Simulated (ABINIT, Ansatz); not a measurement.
# Quasiparticle gap of CsLiMoO4 (F-43m) in ABINIT

How does a plane-wave GW calculation on CsLiMoO4 (F-43m) run from the first input to the gap?

Calculated with ABINIT 10.8.3; LDA and many-body steps on it, plane waves.

**1. The structure**

The structure is cubic, space group F-43m (No. 216). The conventional cell has a = 8.392 Å, b = 8.392 Å, c = 8.392 Å, α = 90.00°, β = 90.00°, γ = 90.00°. Cs has 12 O at 3.49 Å nearest. Nearest to Li lie 4 O at 1.87 Å. Mo has 4 O at 1.76 Å nearest. Nearest to O lie 1 Mo at 1.76 Å and 1 Li at 1.87 Å and 3 Cs at 3.49 Å. Farther neighbours, and contacts between anions beyond the nearest, are not listed.

The cell and positions are those that the Materials Project relaxed with its own functionals (PBE, PBE+U or r2SCAN), kept fixed.

**2. Ground state**

This step: ABINIT 10.8.3; DFT, LDA, plane waves, norm-conserving pseudopotentials.

The ground-state density comes first.

The input, run.abi:

```
acell 3*1.0 Angstrom
rprim 
  0.000000000000 4.196030970000 4.196030970000
  4.196030970000 -0.000000000000 4.196030970000
  4.196030970000 4.196030970000 0.000000000000
ntypat 4
znucl 55 3 42 8
natom 7
typat 1 2 3 4 4 4 4
xred 
  0.750000000000 0.750000000000 0.750000000000
  0.500000000000 0.500000000000 0.500000000000
  0.250000000000 0.250000000000 0.250000000000
  0.886367480000 0.371210840000 0.371210840000
  0.371210840000 0.371210840000 0.886367480000
  0.371210840000 0.886367480000 0.371210840000
  0.371210840000 0.371210840000 0.371210840000
pp_dirpath "pseudos"
pseudos "Cs.upf, Li.upf, Mo.upf, O.upf"
ecut 36
ngkpt 4 4 4
nshiftk 1
shiftk 0 0 0
kptopt 1
chksymbreak 0
nband 32
occopt 1
tolvrs 1e-10
nstep 60
prtwf 0
optforces 0
optstress 0
indata_prefix "in"
outdata_prefix "out"
tmpdata_prefix "tmp"
```

Run with:

```bash
> OMP_NUM_THREADS=1 mpirun -n 4 abinit run.abi > log
```

What it wrote:

```text
.Version 10.8.3 of ABINIT. v10.8.2 released Aug 2026.

 Symmetries : space group F-4 3 m (#216); Bravais cF (face-center cubic)
================================================================================
 Values of the parameters that define the memory need of the present run
     intxc =       0    ionmov =       0      iscf =       7    lmnmax =       8
     lnmax =       8     mgfft =      64  mpssoang =       4    mqgrid =    3001
     natom =       7  nloc_mem =       1    nspden =       1   nspinor =       1
    nsppol =       1      nsym =      24    n1xccc =    2501    ntypat =       4
    occopt =       1   xclevel =       1
-    mband =          32        mffmem =           1         mkmem =           2
       mpw =       10301          nfft =      262144          nkpt =           8
================================================================================
  Rough estimation (10% accuracy) of disk space for files :
================================================================================

--------------------------------------------------------------------------------
------------- Echo of variables that govern the present computation ------------
--------------------------------------------------------------------------------
 -outvars: echo values of preprocessed input variables --------
            acell      1.8897261259E+00  1.8897261259E+00  1.8897261259E+00 Bohr

      chksymbreak           0
             ecut      3.60000000E+01 Hartree
-          fftalg         312

              ixc       -1012
              kpt      0.00000000E+00  0.00000000E+00  0.00000000E+00
                       2.50000000E-01  0.00000000E+00  0.00000000E+00
                       5.00000000E-01  0.00000000E+00  0.00000000E+00
                       2.50000000E-01  2.50000000E-01  0.00000000E+00
                       5.00000000E-01  2.50000000E-01  0.00000000E+00
                      -2.50000000E-01  2.50000000E-01  0.00000000E+00
                       5.00000000E-01  5.00000000E-01  0.00000000E+00
                      -2.50000000E-01  5.00000000E-01  2.50000000E-01
         kptrlatt        4    0    0      0    4    0      0    0    4
          kptrlen      4.48551736E+01
P           mkmem           2
            natom           7
            nband          32
            ngfft          64      64      64
             nkpt           8
            nstep          60
             nsym          24
           ntypat           4
              occ      2.000000  2.000000  2.000000  2.000000  2.000000  2.000000
                       2.000000  2.000000  2.000000  2.000000  2.000000  2.000000
                       2.000000  2.000000  2.000000  2.000000  2.000000  2.000000
                       2.000000  2.000000  2.000000  2.000000  2.000000  2.000000
                       2.000000  0.000000  0.000000  0.000000  0.000000  0.000000
                       0.000000  0.000000
        optforces           0
        optstress           0
            prtwf           0
            rprim      0.0000000000E+00  4.1960309700E+00  4.1960309700E+00
                       4.1960309700E+00 -0.0000000000E+00  4.1960309700E+00
                       4.1960309700E+00  4.1960309700E+00  0.0000000000E+00
          spgroup         216

           tolvrs      1.00000000E-10

             xred      7.5000000000E-01  7.5000000000E-01  7.5000000000E-01
                       5.0000000000E-01  5.0000000000E-01  5.0000000000E-01
[...]
znucl       55.00000    3.00000   42.00000    8.00000

================================================================================

 chkinp: Checking input parameters for consistency.

================================================================================
== DATASET  1 ==================================================================
-   mpi_nproc: 4, omp_nthreads: 1 (-1 if OMP is not activated)

--- !DatasetInfo
iteration_state: {dtset: 1, }
dimensions: {natom: 7, nkpt: 8, mband: 32, nsppol: 1, nspinor: 1, nspden: 1, mpw: 10301, }
cutoff_energies: {ecut:  36.0, pawecutdg:  -1.0, }
electrons: {nelect:   5.00000000E+01, charge:   0.00000000E+00, occopt:   1.00000000E+00, tsmear:   1.00000000E-02, }

 Real(R)+Recip(G) space primitive vectors, cartesian coordinates (Bohr,Bohr^-1):
 R(1)=  0.0000000  7.9293493  7.9293493  G(1)= -0.0630569  0.0630569  0.0630569
 R(2)=  7.9293493  0.0000000  7.9293493  G(2)=  0.0630569 -0.0630569  0.0630569
 R(3)=  7.9293493  7.9293493  0.0000000  G(3)=  0.0630569  0.0630569 -0.0630569
 Unit cell volume ucvol=  9.9710904E+02 bohr^3
 Angles (23,13,12)=  6.00000000E+01  6.00000000E+01  6.00000000E+01 degrees

 getcut: wavevector=  0.0000  0.0000  0.0000  ngfft=  64  64  64
         ecut(hartree)=     36.000   => boxcut(ratio)=   2.11306

--- Pseudopotential description ------------------------------------------------
- Cs Generated using ONCVPSP code by D. R. Hamann
- 55.00000   9.00000  201201                  znucl, zion, pspdat
12 -1012 3 -1 2328                            pspcod,pspxc,lmax,lloc,mmax
     nproj     2     2     2     2
  pspatm : epsatm=   21.68725381
         --- l  ekb(1:nproj) -->
[...]
pspatm: atomic psp has been read  and splines computed

- Li Generated using ONCVPSP code by D. R. Hamann
-  3.00000   3.00000  180309                  znucl, zion, pspdat
[...]
nproj     2     2     0     0
  pspatm : epsatm=    2.61415252
         --- l  ekb(1:nproj) -->
[...]
pspatm: atomic psp has been read  and splines computed

- Mo Generated using ONCVPSP code by D. R. Hamann
- 42.00000  14.00000  180309                  znucl, zion, pspdat
12 -1012 2 -1 1602                            pspcod,pspxc,lmax,lloc,mmax
     nproj     2     2     2     0
  pspatm : epsatm=   15.87300509
         --- l  ekb(1:nproj) -->
[...]
pspatm: atomic psp has been read  and splines computed

- O Generated using ONCVPSP code by D. R. Hamann
-  8.00000   6.00000  201201                  znucl, zion, pspdat
12 -1012 2 -1 926                             pspcod,pspxc,lmax,lloc,mmax
     nproj     2     2     1     0
  pspatm : epsatm=    6.27558587
         --- l  ekb(1:nproj) -->
[...]
2   -1.033686
 pspatm: atomic psp has been read  and splines computed

   3.26383775E+03                                ecore*ucvol(ha*bohr**3)
--------------------------------------------------------------------------------

_setup2: Arith. and geom. avg. npw (full set) are   10288.078   10288.063

================================================================================

--- !BeginCycle
iteration_state: {dtset: 1, }
solver: {iscf: 7, nstep: 60, nline: 4, wfoptalg: 0, }
tolerances: {tolvrs: 1.00E-10, }

     iter   Etot(hartree)      deltaE(h)  residm     vres2
 ETOT  1  -165.95349790789    -1.660E+02 1.156E-01 7.462E+03
 ETOT  2  -162.94349128253     3.010E+00 6.715E-02 2.445E+04
 ETOT  3  -167.08906553121    -4.146E+00 2.682E-02 8.470E+02
 ETOT  4  -167.15769528015    -6.863E-02 1.252E-02 2.270E+02
 ETOT  5  -167.18201629551    -2.432E-02 1.610E-02 2.623E+01
 ETOT  6  -167.18309595307    -1.080E-03 7.751E-03 1.420E+01
 ETOT  7  -167.18473409476    -1.638E-03 3.210E-03 1.979E-01
 ETOT  8  -167.18475357938    -1.948E-05 9.199E-04 4.173E-02
 ETOT  9  -167.18475601533    -2.436E-06 2.431E-04 7.424E-03
 ETOT 10  -167.18475678439    -7.691E-07 4.561E-05 3.977E-04
 ETOT 11  -167.18475681085    -2.646E-08 2.285E-05 5.473E-06
 ETOT 12  -167.18475681130    -4.517E-10 7.655E-06 1.770E-07
 ETOT 13  -167.18475681133    -3.283E-11 1.372E-05 1.004E-08
 ETOT 14  -167.18475681130     3.251E-11 7.378E-06 5.892E-11

 At SCF step   14       vres2   =  5.89E-11 < tolvrs=  1.00E-10 =>converged.

--- !ResultsGS
iteration_state: {dtset: 1, }
comment   : Summary of ground state results
lattice_vectors:
- [  0.0000000,   7.9293493,   7.9293493, ]
- [  7.9293493,  -0.0000000,   7.9293493, ]
- [  7.9293493,   7.9293493,   0.0000000, ]
lattice_lengths: [  11.21379,   11.21379,   11.21379, ]
lattice_angles: [ 60.000,  60.000,  60.000, ] # degrees, (23, 13, 12)
lattice_volume:   9.9710904E+02
convergence: {deltae:  3.251E-11, res2:  5.892E-11, residm:  7.378E-06, diffor:  0.000E+00, }
etotal    :  -1.67184757E+02
entropy   :   0.00000000E+00
fermie    :  -1.82688376E-03
cartesian_stress_tensor: null
pressure_GPa: null
xred      :
- [  7.5000E-01,   7.5000E-01,   7.5000E-01, Cs]
- [  5.0000E-01,   5.0000E-01,   5.0000E-01, Li]
- [  2.5000E-01,   2.5000E-01,   2.5000E-01, Mo]
- [  8.8637E-01,   3.7121E-01,   3.7121E-01,  O]
- [  3.7121E-01,   3.7121E-01,   8.8637E-01,  O]
- [  3.7121E-01,   8.8637E-01,   3.7121E-01,  O]
- [  3.7121E-01,   3.7121E-01,   3.7121E-01,  O]
cartesian_forces: null
force_length_stats: {min: null, max: null, mean: null, }

 Integrated electronic density in atomic spheres:
 ------------------------------------------------
 Atom  Sphere_radius  Integrated_density
[...]
================================================================================

 ----iterations are completed or convergence reached----

 Mean square residual over all n,k,spin=   40.633E-09; max=  73.782E-07
 reduced coordinates (array xred) for    7 atoms
[...]
0.250000      0.250000      0.250000
       0.886367      0.371211      0.371211
       0.371211      0.371211      0.886367
       0.371211      0.886367      0.371211
       0.371211      0.371211      0.371211
 rms dE/dt=  0.0000E+00; max dE/dt=  0.0000E+00; dE/dt below (all hartree)
    1       0.000000      0.000000      0.000000
    2       0.000000      0.000000      0.000000
    3       0.000000      0.000000      0.000000
    4       0.000000      0.000000      0.000000
    5       0.000000      0.000000      0.000000
    6       0.000000      0.000000      0.000000
    7       0.000000      0.000000      0.000000

 cartesian coordinates (angstrom) at end:
    1      6.294046     6.294046     6.294046
    2      4.196031     4.196031     4.196031
    3      2.098015     2.098015     2.098015
    4      3.115224     5.276838     5.276838
    5      5.276838     5.276838     3.115224
    6      5.276838     3.115224     5.276838
    7      3.115224     3.115224     3.115224
 length scales=  1.889726  1.889726  1.889726 bohr
              =  1.000000  1.000000  1.000000 angstroms
 prteigrs : about to open file out_EIG
 Fermi (or HOMO) energy (hartree) =  -0.00183   Average Vxc (hartree)=  -0.30983
 Eigenvalues (hartree) for nkpt=   8  k points:
 kpt#   1, nband= 32, wtk=  0.01563, kpt=  0.0000  0.0000  0.0000 (reduced coord)
  -2.20985   -1.48336   -1.26967   -1.26967   -1.26967   -0.70328   -0.57475   -0.55544
  -0.55544   -0.55544   -0.21704   -0.21704   -0.21704   -0.11699   -0.11699   -0.11357
  -0.11357   -0.11357   -0.08621   -0.04909   -0.04909   -0.04909   -0.00201   -0.00201
  -0.00201    0.16309    0.16832    0.16832    0.24582    0.24582    0.24582    0.28638
 prteigrs : prtvol=0 or 1, do not print more k-points.

--- !EnergyTerms
iteration_state     : {dtset: 1, }
comment             : Components of total free energy in Hartree
kinetic             :  7.627872E+01
hartree             :  6.696041E+01
xc                  : -3.506826E+01
Ewald energy        : -8.045883E+01
psp_core            :  3.273301E+00
local_psp           : -1.952406E+02
non_local_psp       : -2.929511E+00
total_energy        : -1.671848E+02
total_energy_eV     : -4.549329E+03
band_energy         : -2.381903E+01

== END DATASET(S) ==============================================================
================================================================================

 -outvars: echo values of variables after computation  --------
           etotal     -1.6718475681E+02
            nband          32
             nkpt           8
          spgroup         216
 [... the other variables as echoed above ...]

 Calculation completed.
```

The job ended after 45 s (4 MPI ranks of Arm Neoverse V1, shared host; peak memory 0.52 GiB; 3 min of CPU time).

Read from the output:

```
total energy               : -4549.3290 eV
gap                        : 4.433 eV
k of the valence top       : 0.5, 0, 0
k of the conduction bottom : 0.5, 0.5, 0
least direct gap           : 4.493 eV
```

The gap is indirect, with the least direct gap 0.06 eV higher.

(Part 1 of 3 ends here.)

[Long decimals in the printed logs are rounded to 6 places.]

[Logs are printed without paths, hosts, clocks, repeated set-up lines and the standing remarks that a program may print on its own settings, such as how far it seeks lower states.]

[Paths, hosts, dates, memory and timing lines, banners, echoed tables and standing remarks are left out of the program output; an Ansatz launch command may be rebuilt from the run's recorded settings. Measured values are a selection of at most five: reports struck by readers or far from the other reports are left out. None is set beside runs whose start may be inverted or whose files or cutoffs have a known fault.]

[Runs of the session that timed out or met a known fault of the program may be left out.]

[Hosts, paths, dates, database ids (printed as entryN), source tags and the programs' standing remarks are cut or masked in the printed files.]

[G0W0 gaps are taken among the corrected bands and points alone; a level outside them can change the order at an edge.]

[Where Ansatz stands beside ABINIT at settings called matched, ABINIT's density can come from a denser mesh and the files from another edition; pairs whose starting gaps differed by over 0.03 eV were left out, so agreement reads better than it is.]
